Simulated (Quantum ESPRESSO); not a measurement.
Consider P (Imma).

```
CELL_PARAMETERS angstrom
-1.69151 2.51517 1.85894
1.69151 -2.51517 1.85894
1.69151 2.51517 -1.85894
ATOMIC_POSITIONS crystal
P 0.69669 0.94669 0.75000
P 0.30331 0.05331 0.25000
```

Absorber: atom 1, with 2 P at 2.24 Å, 2 P at 2.55 Å and 2 P at 2.82 Å (distorted octahedral, site symmetry mm2). Method: Quantum ESPRESSO XSpectra, LDA, excited-electron core hole (neutral cell), 12-atom cell with 6.1 Å between holes, 5×6×6 k points, dipole transitions, Lorentzian half width 0.3 eV up to 4 eV, rising linearly to 2.5 eV at 25 eV.

This is not the structure that P takes at ambient pressure and room temperature (space group No. 64); it is a model or a phase of other conditions.

Question: Where do the maxima of the P K edge fall?

Main maxima up to 24 eV above the zero (height): 0.7 eV (2.25), 2.8 eV (1.51), 5.6 eV (1.24) and 18.6 eV (0.83). A K edge sees empty p states on the absorber. The total-energy difference is 2148.04 eV. One term is added: -15.84 eV, since the hole is spin-paired here and a spin-polarised one costs that much less in the free atom (computed apart). The photon energy is then 2132.20 eV. The functional leaves an error in such absolute values: in the free atom LDA prices this hole 8.5 eV below PBE (computed apart), and PBE is itself good to a few eV.

The P K spectrum (energy from the energy zero of the input (xe0, at the border of filled and empty states); intensity scaled to a mean of 1 over the first 20 eV; the points at xe0, where the cut of filled states can leave a spike, are interpolated; polarised curves are means over the symmetry-equivalent atoms):

```
E (eV)  isotropic  ε ∥ x  ε ∥ y  ε ∥ z
  -2.0       0.08   0.09   0.07   0.07
  -1.0       0.17   0.19   0.16   0.16
   0.0       1.04   1.19   1.02   0.91
   1.0       2.07   2.28   2.04   1.88
   2.0       1.75   1.97   1.39   1.88
   3.0       1.49   1.69   1.29   1.50
   4.0       1.25   1.37   1.18   1.22
   5.0       1.21   1.21   1.28   1.14
   6.0       1.22   1.16   1.18   1.33
   7.0       0.94   0.96   0.86   1.01
   8.0       0.70   0.75   0.63   0.73
   9.0       0.62   0.67   0.58   0.60
  10.0       0.64   0.67   0.64   0.60
  11.0       0.70   0.71   0.74   0.66
  12.0       0.77   0.76   0.82   0.74
  13.0       0.79   0.79   0.80   0.78
  14.0       0.79   0.82   0.76   0.79
  15.0       0.77   0.81   0.72   0.78
  16.0       0.77   0.82   0.69   0.79
  17.0       0.80   0.87   0.71   0.81
  18.0       0.82   0.90   0.72   0.84
  19.0       0.82   0.90   0.73   0.83
  20.0       0.80   0.87   0.72   0.80
  21.0       0.75   0.82   0.69   0.75
  22.0       0.71   0.77   0.65   0.72
  23.0       0.69   0.73   0.63   0.71
  24.0       0.68   0.70   0.62   0.72
  25.0       0.67   0.69   0.63   0.71
  26.0       0.67   0.67   0.63   0.70
  27.0       0.65   0.65   0.63   0.68
  28.0       0.64   0.62   0.63   0.66
  29.0       0.63   0.60   0.63   0.66
  30.0       0.64   0.60   0.64   0.67
  31.0       0.66   0.61   0.67   0.71
  32.0       0.70   0.64   0.71   0.76
```

The unit cell's mesh shows no gap over 0.35 eV. That is right for a metallic compound; for a small-gap or correlated insulator it would be the fault of the functional or of the assumed magnetic order, and the hole would be screened too well. The holes are only 6.1 Å apart, so the shape is probably not converged with cell size; no larger cell was run here. The structure is a computed Materials Project entry and may be a hypothetical form.

[Banner, clock and machine lines of the logs are left out without a mark of their own.]

[Logs are printed without paths, hosts, clocks, repeated set-up lines and the standing remarks that a program may print on its own settings, such as how far it seeks lower states.]

[Hosts, paths, dates, database ids (printed as entryN), source tags and the programs' standing remarks are cut or masked in the printed files.]

[Lists of maxima count a maximum above −3 eV only where it reaches 4 % of the highest in the window and stands out from its surroundings by 2 % of it (1.5 % where it reaches 55 %); shoulders and weaker maxima are passed over, and of the rest the first, up to two pre-edge ones and the few strongest are named.]
